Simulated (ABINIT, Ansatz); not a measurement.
# Li3Si (Pm-3m): zone-centre phonons

Which modes does Li3Si (Pm-3m) have at the zone centre?

Calculated with ABINIT 10.8.3; DFT PBEsol, scalar-relativistic, plane waves, PseudoDojo norm-conserving pseudopotentials.

Most raw output is cut from this account.

The structure was built from a prototype and need not be the compound's stable phase.

### Step 1. Set-up

The structure is cubic, space group Pm-3m (No. 221). Conventional cell: a = 3.907 Å, b = 3.907 Å, c = 3.907 Å, α = 90.00°, β = 90.00°, γ = 90.00°. Si has 12 Li at 2.76 Å nearest. Nearest to Li lie 4 Si at 2.76 Å and 8 Li at 2.76 Å. Farther neighbours are not listed.

### Step 2. Relaxing the cell and atoms

The harmonic expansion needs vanishing forces, and a free crystal bears no stress, so cell and atoms are brought to rest. Stress is more sensitive to the basis than forces are: the last 3 Ha under the cutoff are smoothed with ecutsm, and the cutoff is raised above that of the later runs.

The starting cell comes from a relaxation made beforehand in Ansatz (PBEsol, PseudoDojo NC).

relax.abi

```
# relaxation
ionmov 2
optcell 2
dilatmx 1.08
ntime 40
tolmxf 1.0d-05
tolvrs 1.0d-14
prtwf 0
prtden 0
chksymtnons 0

# basis, mesh and filling
ecut 41.0
ecutsm 3.0
ngkpt 8 8 8
nshiftk 1
shiftk 0.0 0.0 0.0
istwfk *1
occopt 3
tsmear 0.01
nband 12
nstep 100
diemac 1000000.0
prtebands 0
prtgsr 0
useylm 1

# cell and atoms
acell 7.38273485 7.38273485 7.38273485
rprim 
    1.0 0.0 0.0
    0.0 1.0 0.0
    0.0 0.0 1.0
ntypat 2
znucl 14 3
natom 4
typat 1 2 2 2
xred 
    0.0 0.0 0.0
    0.0 0.5 0.5
    0.5 0.0 0.5
    0.5 0.5 0.0
pp_dirpath "./pseudo"
pseudos "Si.upf, Li.upf"
```

Run with:

```
$ OMP_NUM_THREADS=1 mpirun -n 4 abinit relax.abi > relax.log
```

Elapsed: 2.2 min, on 4 MPI ranks of Intel Xeon at 2.70GHz, shared host; 9 min of CPU time.

Relaxation path:

```
step  energy less that of the first step (eV)  largest force (eV/Å)  volume (Å³)
   1                                   0.0000                0.0000        59.63
   2                                  -0.0002                0.0000        59.70
   3                                  -0.0010                0.0000        60.38
   4                                  -0.0010                0.0000        60.39
```

```
conventional cell, symmetrised  before  after  change
                         a (Å)   3.907  3.923  +0.4 %
                         b (Å)   3.907  3.923  +0.4 %
                         c (Å)   3.907  3.923  +0.4 %
              volume (Å³/atom)   14.91  15.10  +1.3 %
```

The relaxed structure:

```xyz
4
Lattice="3.9233 0.0000 0.0000 0.0000 3.9233 0.0000 0.0000 0.0000 3.9233" Properties=species:S:1:pos:R:3 pbc="T T T"
Si    0.0000    0.0000    0.0000
Li    0.0000    1.9616    1.9616
Li    1.9616    0.0000    1.9616
Li    1.9616    1.9616    0.0000
```

Numbers from this step:

| Property | Result |
| --- | --- |
| volume per atom | 15.10 Å³ |
| pressure | 5.61e-5 GPa |
| gap on the k-mesh | 0 eV |

The volume changes by +1.3 % from the cell with which this run began.

### Step 3. Ground state

First-order wavefunctions inherit every error of the ground state, hence the very tight tolvrs. Occupations are smeared.

gs.abi

```
# ground state
tolvrs 1.0d-16
prtden 1
prtwf 1

# basis, mesh and filling
ecut 33.0
ngkpt 8 8 8
nshiftk 1
shiftk 0.0 0.0 0.0
istwfk *1
occopt 3
tsmear 0.01
nband 12
nstep 100
diemac 1000000.0
prtebands 0
prtgsr 0
useylm 1

# cell and atoms
acell 7.413955669 7.413955669 7.413955669
rprim 
    1.0 0.0 0.0
    0.0 1.0 0.0
    0.0 0.0 1.0
ntypat 2
znucl 14 3
natom 4
typat 1 2 2 2
xred 
    0.0 0.0 0.0
    0.0 0.5 0.5
    0.5 0.0 0.5
    0.5 0.5 0.0
pp_dirpath "./pseudo"
pseudos "Si.upf, Li.upf"
```

Run with:

```
$ OMP_NUM_THREADS=1 mpirun -n 4 abinit gs.abi > gs.log
```

Run time: 28 s. Hardware: 4 MPI ranks.

Read from the output:

```yaml
pressure: -0.3328 GPa
```

The cell stands at -0.33 GPa: the relaxation ran with a smoothed and higher cutoff, and the difference is a stress of the finite basis.

### Step 4. Zone-centre response

At q = 0 one unit cell holds all displacements. The response is solved for single atoms along the cell's directions, and symmetry skips those that follow from others. The crystal is treated as a metal, which screens a static field, so no field response is asked.

dfpt_gamma.abi

```

# common to the responses
getwfk_filepath "gso_WFK"
kptopt 2
nqpt 1
qpt 0.0 0.0 0.0
asr 0
chneut 0

# displacements
rfphon 1
rfatpol 1 4
rfdir 1 1 1
tolvrs 1.0d-10
prtwf 0

# basis, mesh and filling
ecut 33.0
ngkpt 8 8 8
nshiftk 1
shiftk 0.0 0.0 0.0
istwfk *1
occopt 3
tsmear 0.01
nband 12
nstep 100
diemac 1000000.0
prtebands 0
prtgsr 0
useylm 1

# cell and atoms
acell 7.413955669 7.413955669 7.413955669
rprim 
    1.0 0.0 0.0
    0.0 1.0 0.0
    0.0 0.0 1.0
ntypat 2
znucl 14 3
natom 4
typat 1 2 2 2
xred 
    0.0 0.0 0.0
    0.0 0.5 0.5
    0.5 0.0 0.5
    0.5 0.5 0.0
pp_dirpath "./pseudo"
pseudos "Si.upf, Li.upf"
```

Run with:

```
$ OMP_NUM_THREADS=1 mpirun -n 4 abinit dfpt_gamma.abi > dfpt_gamma.log
```

Elapsed: 2.4 min, on 4 MPI ranks; 9.7 min of CPU time.

Numbers from this step:

- largest acoustic frequency at the zone centre before the sum rule: -3.51 cm⁻¹
- highest optical zone-centre mode (no LO-TO term): 434.9 cm⁻¹
- lowest optical zone-centre mode: 259.0 cm⁻¹

The acoustic modes at Γ come out as far as 3.5 cm⁻¹ from zero, where they should vanish, a small numerical error.

### Step 5. Zone-centre analysis

anaddb reads the merged derivatives and imposes the acoustic sum rule.

anaddb.abi

```
ddb_filepath "gamma_DDB"
output_file "anaddb.abo"
outdata_prefix "anaddb"
asr 1
chneut 1
enunit 2
eivec 1
nph1l 1
qph1l 0.0 0.0 0.0 1.0
```

mrgddb.in

```
gamma_DDB
merged
2
dfpt_gammao_DDB
gso_DDB
```

Run with:

```
$ mrgddb < mrgddb.in > mrgddb.log
$ OMP_NUM_THREADS=1 anaddb anaddb.abi > anaddb.log
```

It took 0.72 s on 1 thread.

No LO-TO term; unit eigenvectors of the mass-weighted matrix, from anaddb's displacements. The modes at Γ (shares of kinetic energy by element, %):

```
mode  frequency (cm⁻¹)  symmetry  Si %  Li %
   1               0.0  acoustic    57    43
   2               0.0  acoustic    57    43
   3               0.0  acoustic    57    43
   4             259.0       T1u    42    58
   5             259.0       T1u    42    58
   6             259.0       T1u    42    58
   7             321.9       T2u     0   100
   8             321.9       T2u     0   100
   9             321.9       T2u     0   100
  10             434.9       T1u     1    99
  11             434.9       T1u     1    99
  12             434.9       T1u     1    99
```

Displacements in mode 4 (259.0 cm⁻¹), the largest set to 1:
```
Si1  0.00  0.00 -0.58
Li2  0.00  0.00  0.67
Li3  0.00  0.00  0.67
Li4  0.00  0.00  1.00
```

Displacements in mode 10 (434.9 cm⁻¹), the largest set to 1:
```
Si1  0.00  0.00  0.07
Li2  0.00  0.00 -0.63
Li3  0.00  0.00 -0.63
Li4  0.00  0.00  1.00
```

The rule moves no optical mode by more than 0.1 cm⁻¹.

### Step 6. Sum rules set otherwise (asr 0)

Without the rule the raw error of the acoustic modes shows.

Edit anaddb.abi of step 5 so:

```diff
@@ -3,4 +3,4 @@
 outdata_prefix "anaddb"
-asr 1
-chneut 1
+asr 0
+chneut 0
 enunit 2
```

mrgddb.in is that of step 5.

Elapsed: 0.76 s, on 1 thread.

Zone-centre frequencies as printed; negative means imaginary. Modes:

```
mode  frequency (cm⁻¹)
   1             -3.51
   2             -3.51
   3             -3.51
   4               259
   5               259
   6               259
   7             321.9
   8             321.9
   9             321.9
  10             434.9
  11             434.9
  12             434.9
```

### Step 7. Cross-check with Ansatz

A second program on the same cell, potentials, cutoff and meshes tests the implementation of the phonon response, not its convergence.

This step: DFT PBEsol, scalar-relativistic, plane waves, PseudoDojo norm-conserving pseudopotentials (Ansatz 0.2.0).

input.yaml

```yaml
crystal:
  lattice:
    - [3.9232963825, 0.0, 0.0]
    - [0.0, 3.9232963825, 0.0]
    - [0.0, 0.0, 3.9232963825]
  atoms:
    - { symbol: Si, position: [0.0, 0.0, 0.0] }
    - { symbol: Li, position: [0.0, 0.5, 0.5] }
    - { symbol: Li, position: [0.5, 0.0, 0.5] }
    - { symbol: Li, position: [0.5, 0.5, 0.0] }
kpoints:
  mp_grid: { grid: [8, 8, 8] }
hamiltonian:
  xc: pbesol
  pseudopotentials: { kind: nc, accuracy: standard }
scf:
  occupations: { method: fermi_dirac, width: 0.27211 }
output:
  eigenvalues: true
basis:
  ecutwfc: 897.976
phonons:
  method: dfpt
```

Run with:

```
$ ansatz run input.yaml --threads 4 --pin off --max-ram 8192MiB --backend cpu --events-out ev --progress --plain --runs-dir out
```

The job ended after 20 s (4 threads; peak memory 1.1 GiB; 73 s of CPU time).

Read from the output:

| Item | Value |
| --- | --- |
| sum-rule residual before enforcement | 7.28e-5 eV/Å² |
| highest optical zone-centre mode (no LO-TO term) | 435.0 cm⁻¹ |

### Step 8. The two compared: ABINIT PseudoDojo and Ansatz, PseudoDojo

Numbers from this step:

| Quantity | Value |
| --- | --- |
| root-mean-square difference | 0.04 cm⁻¹ |
| largest difference | 0.06 cm⁻¹ |

Frequencies side by side, by row:

```
q (reciprocal lattice)  mode  ABINIT PseudoDojo (cm⁻¹)  Ansatz, PseudoDojo (cm⁻¹)
                 0 0 0     1                         0                          0
                 0 0 0     2                         0                          0
                 0 0 0     3                         0                          0
                 0 0 0     4                       259                        259
                 0 0 0     5                       259                        259
                 0 0 0     6                       259                        259
                 0 0 0     7                     321.9                      321.9
                 0 0 0     8                     321.9                      321.9
                 0 0 0     9                     321.9                      321.9
                 0 0 0    10                     434.9                        435
                 0 0 0    11                     434.9                        435
                 0 0 0    12                     434.9                        435
```

At the zone centre the largest difference (acoustic modes at Γ apart) is 0.01 % of the highest mode.

### Step 9. What came out

```
space group after relaxation                                           : Pm-3m
volume per atom                                                        : 15.1 Å³
highest optical zone-centre mode (no LO-TO term)                       : 434.9 cm⁻¹
lowest optical zone-centre mode                                        : 259.0 cm⁻¹
imaginary optical modes at the zone centre (no q mesh in this session) : none
largest difference from Ansatz, PseudoDojo                             : 0.06 cm⁻¹
```

In words: At the PBEsol level the optical modes of Li3Si (Pm-3m) at the zone centre run from 259 to 435 cm⁻¹. The base run prints -0.33 GPa, mostly the error of a finite basis; the relaxation, with a smoothed and higher cutoff, had brought the cell to rest. ABINIT PseudoDojo and Ansatz, PseudoDojo agree to 0.06 cm⁻¹ (0.01 % of the highest mode compared) on all solved modes but the acoustic ones at Γ, without the LO-TO term. These are harmonic frequencies: anharmonic shifts and widths and the lattice's thermal expansion are left out. The Fermi-Dirac smearing of 0.01 Ha is an electronic temperature of 3158 K, which adds a pressure of its own and can shift the volume and soft modes. In a metal the frequencies hang on the k mesh and the smearing, most of all near Kohn anomalies. The runs are without spin polarisation, although the cell has an odd electron count or an open d or f shell, so a magnetic state was not tested. Ansatz warns that the cutoff lies 11 % under the one recommended for these files; agreement at one cutoff is not convergence. The structure is a hypothetical one, built on a prototype.

[Host names and launcher messages were left out of these logs when they were recorded.]

[Logs are printed without paths, hosts, clocks, repeated set-up lines and the standing remarks that a program may print on its own settings, such as how far it seeks lower states.]

[Hosts, paths, dates, database ids (printed as entryN), source tags and the programs' standing remarks are cut or masked in the printed files.]
